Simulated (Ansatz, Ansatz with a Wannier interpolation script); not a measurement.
## Settings in Wannier-interpolated G0W0: SiO2 (Stishovite)

Wanted: errors and cost of interpolated bands of SiO2 (Stishovite) under coarser or faulty settings.

Main program and level: Ansatz 0.2.0; maximally localised Wannier functions, LDA, plane waves, PAW; PAW set soft_1.

Report form: the programs' logs are mostly left out.

### 1. The structure

The structure is tetragonal, space group P4_2/mnm (No. 136). Conventional cell: a = 4.177 Å, b = 4.177 Å, c = 2.665 Å, α = 90.00°, β = 90.00°, γ = 90.00°. Si has 6 O at 1.76 to 1.81 Å nearest. Nearest to O lie 3 Si at 1.76 to 1.81 Å. Farther neighbours and most contacts between anions are not listed.

The cell and positions come from the Crystallography Open Database and are kept as given unless a step says otherwise.

### 2. Wannier model on 8×8×12

The input, input.yaml:

```yaml
crystal:
  lattice:
    - [4.1773, 0.0, 0.0]
    - [0.0, 4.1773, 0.0]
    - [0.0, 0.0, 2.6652]
  atoms:
    - { symbol: Si, position: [0.0, 0.0, 0.0] }
    - { symbol: Si, position: [0.5, 0.5, 0.5] }
    - { symbol: O, position: [0.3059, 0.3059, 0.0] }
    - { symbol: O, position: [0.1941, 0.8059, 0.5] }
    - { symbol: O, position: [0.6941, 0.6941, 0.0] }
    - { symbol: O, position: [0.8059, 0.1941, 0.5] }
kpoints:
  mp_grid: { grid: [4, 4, 6] }
hamiltonian:
  xc: lda
  pseudopotentials: { kind: paw, azcp: { folder: soft_1 }, xc_functional: pbe }
scf:
  occupations: { method: fixed }
  n_extra_bands: 30
output:
  wannier:
    kmesh: [8, 8, 12]
    projections:
      - { species: O, l: p, shell: 2 }
      - { species: Si, l: s, shell: 3 }
      - { species: Si, l: p, shell: 3 }
    minimise: true
    write_hr: true
    seedname: w
    conv_tol: 1.0e-06
    max_iter: 20000
    stability_check: false
    disentanglement:
      window: [-0.81, 26.39]
      frozen_window: [-0.81, 18.89]
      conv_tol: 1.0e-08
```

On the command line:

```sh
$ ansatz run input.yaml --threads 3 --pin off --max-ram 92160MiB --backend cuda --events-out ev --progress --plain --runs-dir out --devices 1 --max-vram 13GiB
```

Elapsed: 17 s, on 1 × NVIDIA H100 80GB HBM3 (shared by 6 runs) with 3 threads of AMD EPYC 7R13 (Zen 3), shared host; peak memory 1.1 GiB.

The run ended with an error after its SCF cycle had converged; no result of it is taken.

### 3. Wannier model on 8×8×12

Localised functions give a small Hamiltonian that interpolates between mesh points at no cost.

input.yaml, as its differences from that of step 2:

```diff
@@ -34,4 +34,4 @@
     disentanglement:
-      window: [-0.81, 26.39]
-      frozen_window: [-0.81, 18.89]
+      window: [-0.81, 28.4]
+      frozen_window: [-0.81, 19.89]
       conv_tol: 1.0e-08
```

It took 13 s on 1 × NVIDIA H100 80GB HBM3 (shared by 6 runs) with 3 threads; peak memory 1.2 GiB.

This step gave:

* gauge-invariant spread: 22.28 Å²
* diagonal spread: 0.004020 Å²
* off-diagonal spread: 5.161 Å²
* total spread: 27.45 Å²
* least projectability: 0.1800
* localisation steps: 56
* disentanglement steps: 325
* r.m.s. interpolation error: 0.001183 eV
* r.m.s. error near the gap: 0.002078 eV

Near the gap the model misses directly solved bands by 2.1 meV r.m.s. and by 33 meV at most in the window tested. This tests the starting bands, not the corrections carried with them.

Frozen up to 9.62 eV; above it the model need not follow the bands. The electronic bands at the labelled points (eV, zero at the valence-band top):

```tsv
point	band 13	band 14	band 15	band 16	band 17	band 18	band 19	band 20
Γ	-2.54	-0.90	-0.90	0.00	5.62	6.48	8.35	8.35
halfway	-2.50	-2.10	-1.00	-0.47	6.47	7.02	8.53	8.54
X	-2.71	-2.71	-1.08	-1.08	7.63	7.63	8.91	8.91
halfway	-2.96	-2.96	-1.50	-1.50	7.41	7.41	9.39	9.39
M	-2.72	-2.72	-2.32	-2.32	7.30	7.30	9.89	9.89
halfway	-2.60	-2.52	-1.48	-0.82	6.69	7.51	8.51	9.30
Γ	-2.54	-0.90	-0.90	0.00	5.62	6.48	8.35	8.35
halfway	-4.41	-1.54	-1.54	-0.81	7.41	9.73	10.96	11.41
Z	-3.16	-3.16	-2.72	-2.72	8.92	8.92	12.55	12.55
halfway	-2.85	-2.85	-2.30	-2.30	8.83	8.83	10.75	10.75
R	-2.32	-2.32	-1.80	-1.80	8.61	8.61	9.74	9.74
halfway	-2.29	-2.29	-1.66	-1.66	7.58	7.58	10.99	10.99
A	-1.79	-1.79	-1.57	-1.57	7.06	7.06	11.18	11.18
halfway	-2.61	-2.51	-2.38	-1.87	7.89	8.37	10.47	12.10
Z	-3.16	-3.16	-2.72	-2.72	8.92	8.92	12.55	12.55
jump to X	-2.71	-2.71	-1.08	-1.08	7.63	7.63	8.91	8.91
halfway	-2.92	-2.92	-1.46	-1.46	8.96	8.96	10.59	10.59
R	-2.32	-2.32	-1.80	-1.80	8.61	8.61	9.74	9.74
jump to M	-2.72	-2.72	-2.32	-2.32	7.30	7.30	9.89	9.89
halfway	-1.97	-1.97	-1.74	-1.74	8.03	8.03	11.94	11.94
A	-1.79	-1.79	-1.57	-1.57	7.06	7.06	11.18	11.18
```

The same for Kohn-Sham, solved directly:

```tsv
point	band 13	band 14	band 15	band 16	band 17	band 18	band 19	band 20
Γ	-2.54	-0.90	-0.90	0.00	5.62	6.48	8.35	8.35
X	-2.71	-2.71	-1.08	-1.08	7.63	7.63	8.91	8.91
M	-2.72	-2.72	-2.32	-2.32	7.30	7.30	9.89	9.89
Γ	-2.54	-0.90	-0.90	0.00	5.62	6.48	8.35	8.35
Z	-3.16	-3.16	-2.72	-2.72	8.92	8.92	12.41	12.41
R	-2.32	-2.32	-1.80	-1.80	8.61	8.61	9.72	9.72
A	-1.79	-1.79	-1.57	-1.57	7.06	7.06	10.77	10.77
Z	-3.16	-3.16	-2.72	-2.72	8.92	8.92	12.41	12.41
X	-2.71	-2.71	-1.08	-1.08	7.63	7.63	8.91	8.91
R	-2.32	-2.32	-1.80	-1.80	8.61	8.61	9.72	9.72
M	-2.72	-2.72	-2.32	-2.32	7.30	7.30	9.89	9.89
A	-1.79	-1.79	-1.57	-1.57	7.06	7.06	10.77	10.77
```

### 4. Wannier model on 4×4×6

input.yaml, as its differences from that of step 3:

```diff
@@ -22,3 +22,3 @@
   wannier:
-    kmesh: [8, 8, 12]
+    kmesh: [4, 4, 6]
     projections:
```

The job ended after 7.4 s (1 × NVIDIA H100 80GB HBM3 (shared by 6 runs) with 3 threads; peak memory 0.94 GiB).

Numbers from this step:

| Property | Result |
| --- | --- |
| gauge-invariant spread | 20.04 Å² |
| diagonal spread | 0.004323 Å² |
| off-diagonal spread | 4.997 Å² |
| total spread | 25.04 Å² |
| least projectability | 0.1769 |
| localisation steps | 26 |
| disentanglement steps | 87 |
| r.m.s. interpolation error | 0.007866 eV |
| r.m.s. error near the gap | 0.01371 eV |

Near the gap the model misses directly solved bands by 13.7 meV r.m.s. and by 106 meV at most in the window tested. This tests the starting bands, not the corrections carried with them.

Frozen up to 9.62 eV; above it the model need not follow the bands. Electronic bands along the path, in eV, zero at the valence-band top; v1 is the highest filled band, c1 the lowest empty one:

```tsv
point	v4	v3	v2	v1	c1	c2	c3	c4
Γ	-2.54	-0.90	-0.90	0.00	5.62	6.48	8.35	8.35
halfway	-2.50	-2.10	-1.00	-0.47	6.47	7.02	8.53	8.54
X	-2.71	-2.71	-1.08	-1.08	7.63	7.63	8.91	8.91
halfway	-2.96	-2.96	-1.50	-1.50	7.41	7.41	9.39	9.39
M	-2.72	-2.72	-2.32	-2.32	7.30	7.30	9.90	9.90
halfway	-2.60	-2.52	-1.48	-0.82	6.69	7.51	8.51	9.30
Γ	-2.54	-0.90	-0.90	0.00	5.62	6.48	8.35	8.35
halfway	-4.41	-1.54	-1.54	-0.81	7.45	9.60	11.13	11.51
Z	-3.16	-3.16	-2.72	-2.72	8.92	8.92	12.55	12.55
halfway	-2.85	-2.85	-2.30	-2.30	8.83	8.83	10.81	10.81
R	-2.32	-2.32	-1.80	-1.80	8.61	8.61	9.77	9.77
halfway	-2.29	-2.29	-1.66	-1.66	7.58	7.58	11.08	11.08
A	-1.79	-1.79	-1.57	-1.57	7.06	7.06	11.45	11.45
halfway	-2.61	-2.51	-2.38	-1.87	7.89	8.37	10.48	12.12
Z	-3.16	-3.16	-2.72	-2.72	8.92	8.92	12.55	12.55
jump to X	-2.71	-2.71	-1.08	-1.08	7.63	7.63	8.91	8.91
halfway	-2.91	-2.91	-1.45	-1.45	8.92	8.92	10.62	10.62
R	-2.32	-2.32	-1.80	-1.80	8.61	8.61	9.77	9.77
jump to M	-2.72	-2.72	-2.32	-2.32	7.30	7.30	9.90	9.90
halfway	-1.97	-1.97	-1.74	-1.74	8.03	8.03	12.00	12.00
A	-1.79	-1.79	-1.57	-1.57	7.06	7.06	11.45	11.45
```

The same for Kohn-Sham, solved directly:

```tsv
point	v4	v3	v2	v1	c1	c2	c3	c4
Γ	-2.54	-0.90	-0.90	0.00	5.62	6.48	8.35	8.35
X	-2.71	-2.71	-1.08	-1.08	7.63	7.63	8.91	8.91
M	-2.72	-2.72	-2.32	-2.32	7.30	7.30	9.89	9.89
Γ	-2.54	-0.90	-0.90	0.00	5.62	6.48	8.35	8.35
Z	-3.16	-3.16	-2.72	-2.72	8.92	8.92	12.41	12.41
R	-2.32	-2.32	-1.80	-1.80	8.61	8.61	9.72	9.72
A	-1.79	-1.79	-1.57	-1.57	7.06	7.06	10.77	10.77
Z	-3.16	-3.16	-2.72	-2.72	8.92	8.92	12.41	12.41
X	-2.71	-2.71	-1.08	-1.08	7.63	7.63	8.91	8.91
R	-2.32	-2.32	-1.80	-1.80	8.61	8.61	9.72	9.72
M	-2.72	-2.72	-2.32	-2.32	7.30	7.30	9.89	9.89
A	-1.79	-1.79	-1.57	-1.57	7.06	7.06	10.77	10.77
```

### 5. A faulty Wannier input

This step: maximally localised Wannier functions, LDA, plane waves, PAW.

input.yaml, as its differences from that of step 4:

```diff
@@ -31,3 +31,3 @@
     conv_tol: 1.0e-06
-    max_iter: 20000
+    max_iter: 3
     stability_check: false
```

On the command line:

```sh
$ ansatz run input.yaml --threads 3 --pin off --max-ram 92160MiB --backend cpu --events-out ev --progress --plain --runs-dir out
```

Wall time 0.1 s (3 threads); peak memory 0.074 GiB.

The input was rejected at the start.

The program's message: “Error: invalid value for `output.wannier.max_iter`: must be ≥ 5; got 3”

The fault put into this input: too few iterations.

### 6. G0W0: 4×4×6 mesh, 213 empty bands, screening to 160 eV, PAW set soft_1 files

Now the one-shot GW correction: screening in the RPA, then the self-energy of the levels asked for.

This step: G0W0 on LDA, plane waves, PAW; PAW set soft_1.

input.yaml, the sections that differ from step 5:

```yaml
scf:
  occupations: { method: fixed }
gw:
  n_empty_bands: 213
  ecut_chi: 160.0
  qp_bands: [v12, c4]
  screening: { model: contour_deformation }
# crystal, kpoints, hamiltonian: as in step 5
# output: removed
```

On the command line:

```sh
$ ansatz run input.yaml --threads 3 --pin off --max-ram 92160MiB --backend cuda --events-out ev --progress --plain --runs-dir out --devices 1 --max-vram 13GiB
```

It took 29 s on 1 × NVIDIA H100 80GB HBM3 (shared by 6 runs) with 3 threads; peak memory 1.2 GiB; 46 s of CPU time.

The G0W0 gap on the mesh is 8.511 eV.

### 7. G0W0: 2×2×3 mesh, 213 empty bands, screening to 160 eV, PAW set soft_1 files

input.yaml, as its differences from that of step 6:

```diff
@@ -13,3 +13,3 @@
 kpoints:
-  mp_grid: { grid: [4, 4, 6] }
+  mp_grid: { grid: [2, 2, 3] }
 hamiltonian:
```

Wall time 9.8 s (1 × NVIDIA H100 80GB HBM3 (shared by 6 runs) with 3 threads); peak memory 1 GiB.

The G0W0 gap on the mesh is 8.492 eV.

### 8. G0W0: 8×8×12 mesh, 75 empty bands, screening to 80 eV, PAW set soft_1 files

input.yaml, as its differences from that of step 7:

```diff
@@ -13,3 +13,3 @@
 kpoints:
-  mp_grid: { grid: [2, 2, 3] }
+  mp_grid: { grid: [8, 8, 12] }
 hamiltonian:
@@ -20,4 +20,4 @@
 gw:
-  n_empty_bands: 213
-  ecut_chi: 160.0
+  n_empty_bands: 75
+  ecut_chi: 80
   qp_bands: [v12, c4]
```

The job ended after 6.5 min (1 × NVIDIA H100 80GB HBM3 (shared by 6 runs) with 3 threads; peak memory 1.6 GiB).

The G0W0 gap on the mesh is 8.280 eV.

### 9. G0W0: 4×4×6 mesh, 99 empty bands, screening to 96 eV, PAW set soft_1 files

input.yaml, as its differences from that of step 8:

```diff
@@ -13,3 +13,3 @@
 kpoints:
-  mp_grid: { grid: [8, 8, 12] }
+  mp_grid: { grid: [4, 4, 6] }
 hamiltonian:
@@ -20,4 +20,4 @@
 gw:
-  n_empty_bands: 75
-  ecut_chi: 80
+  n_empty_bands: 99
+  ecut_chi: 96
   qp_bands: [v12, c4]
```

Elapsed: 24 s, on 1 × NVIDIA H100 80GB HBM3 (shared by 6 runs) with 3 threads; peak memory 1.1 GiB.

The G0W0 gap on the mesh is 8.331 eV.

### 10. G0W0: 4×4×6 mesh, 213 empty bands, screening to 160 eV, plasmon pole, PAW set soft_1 files

input.yaml, as its differences from that of step 9:

```diff
@@ -20,5 +20,5 @@
 gw:
-  n_empty_bands: 99
-  ecut_chi: 96
+  n_empty_bands: 213
+  ecut_chi: 160.0
   qp_bands: [v12, c4]
-  screening: { model: contour_deformation }
+  screening: { model: godby_needs }
```

Run time: 45 s. Hardware: 1 × NVIDIA H100 80GB HBM3 (shared by 6 runs) with 3 threads; peak memory 1.6 GiB; 75 s of CPU time.

The G0W0 gap on the mesh is 8.479 eV.

### 11. Interpolated results

Times are wall times on 1 × NVIDIA H100 80GB HBM3 (shared by 6 runs) with 3 threads of AMD EPYC 7R13 (Zen 3), shared host, good to a factor of about two.

```tsv
GW mesh	empty bands	cutoff (eV)	frequency	gap on mesh (eV)	gap over zone (eV)	direct gap (eV)	valence width (eV)	GW time
4×4×6	213	160	contour deformation	8.511	8.511	8.511	11.490	29 s
2×2×3	213	160	contour deformation	8.492	8.503	8.503	11.475	9.8 s
8×8×12	75	80	contour deformation	8.280	8.280	8.280	11.649	6.5 min
4×4×6	99	96	contour deformation	8.331	8.331	8.331	11.624	24 s
4×4×6	213	160	plasmon pole	8.479	8.479	8.479	11.681	45 s
```

### 12. Outcome

```
4×4×6 mesh, 213 empty bands, screening to 160 eV, PAW set soft_1 files               : 8.51 eV
2×2×3 mesh, 213 empty bands, screening to 160 eV, PAW set soft_1 files               : 8.50 eV
8×8×12 mesh, 75 empty bands, screening to 80 eV, PAW set soft_1 files                : 8.28 eV
4×4×6 mesh, 99 empty bands, screening to 96 eV, PAW set soft_1 files                 : 8.33 eV
4×4×6 mesh, 213 empty bands, screening to 160 eV, plasmon pole, PAW set soft_1 files : 8.48 eV
```

In words: The largest change, −0.23 eV in the gap over the zone, comes with 8×8×12 mesh, 75 empty bands, screening to 80 eV, PAW set soft_1 files. The first run is a reference, not a converged one, and where a row moves several settings no single cause can be named. Rows on another GW mesh add that mesh's corrections to the bands of the one model. With 2×2×3 mesh, 213 empty bands, screening to 160 eV, PAW set soft_1 files the gap over the zone moves by −0.01 eV and that on the mesh by −0.02 eV. With 8×8×12 mesh, 75 empty bands, screening to 80 eV, PAW set soft_1 files the gap over the zone moves by −0.23 eV and that on the mesh by −0.23 eV. With 4×4×6 mesh, 99 empty bands, screening to 96 eV, PAW set soft_1 files the gap over the zone moves by −0.18 eV and that on the mesh by −0.18 eV. With 4×4×6 mesh, 213 empty bands, screening to 160 eV, plasmon pole, PAW set soft_1 files the gap over the zone moves by −0.03 eV and that on the mesh by −0.03 eV. Gaps over the zone and on the mesh differ where an edge lies off the mesh, or where a GW run starts from another density: the starting gap over the zone is 5.622 eV, on the GW meshes it is 5.622 eV and 5.611 eV. The 4×4×6 mesh is coarse for this cell (its supercell is 16 Å along the shortest edge). The RPA ε∞ on it, from the LDA start, is 3.28 and 3.45; such meshes misread the long-range screening, most where the gap is narrow.

[Paths, hosts, dates, memory and timing lines, banners, echoed tables and standing remarks are left out of the program output.]

[Logs are printed without paths, hosts, clocks, repeated set-up lines and the standing remarks that a program may print on its own settings, such as how far it seeks lower states.]

[Runs of the session that timed out or met a known fault of the program may be left out.]

[Hosts, paths, dates, database ids (printed as entryN), source tags and the programs' standing remarks are cut or masked in the printed files.]
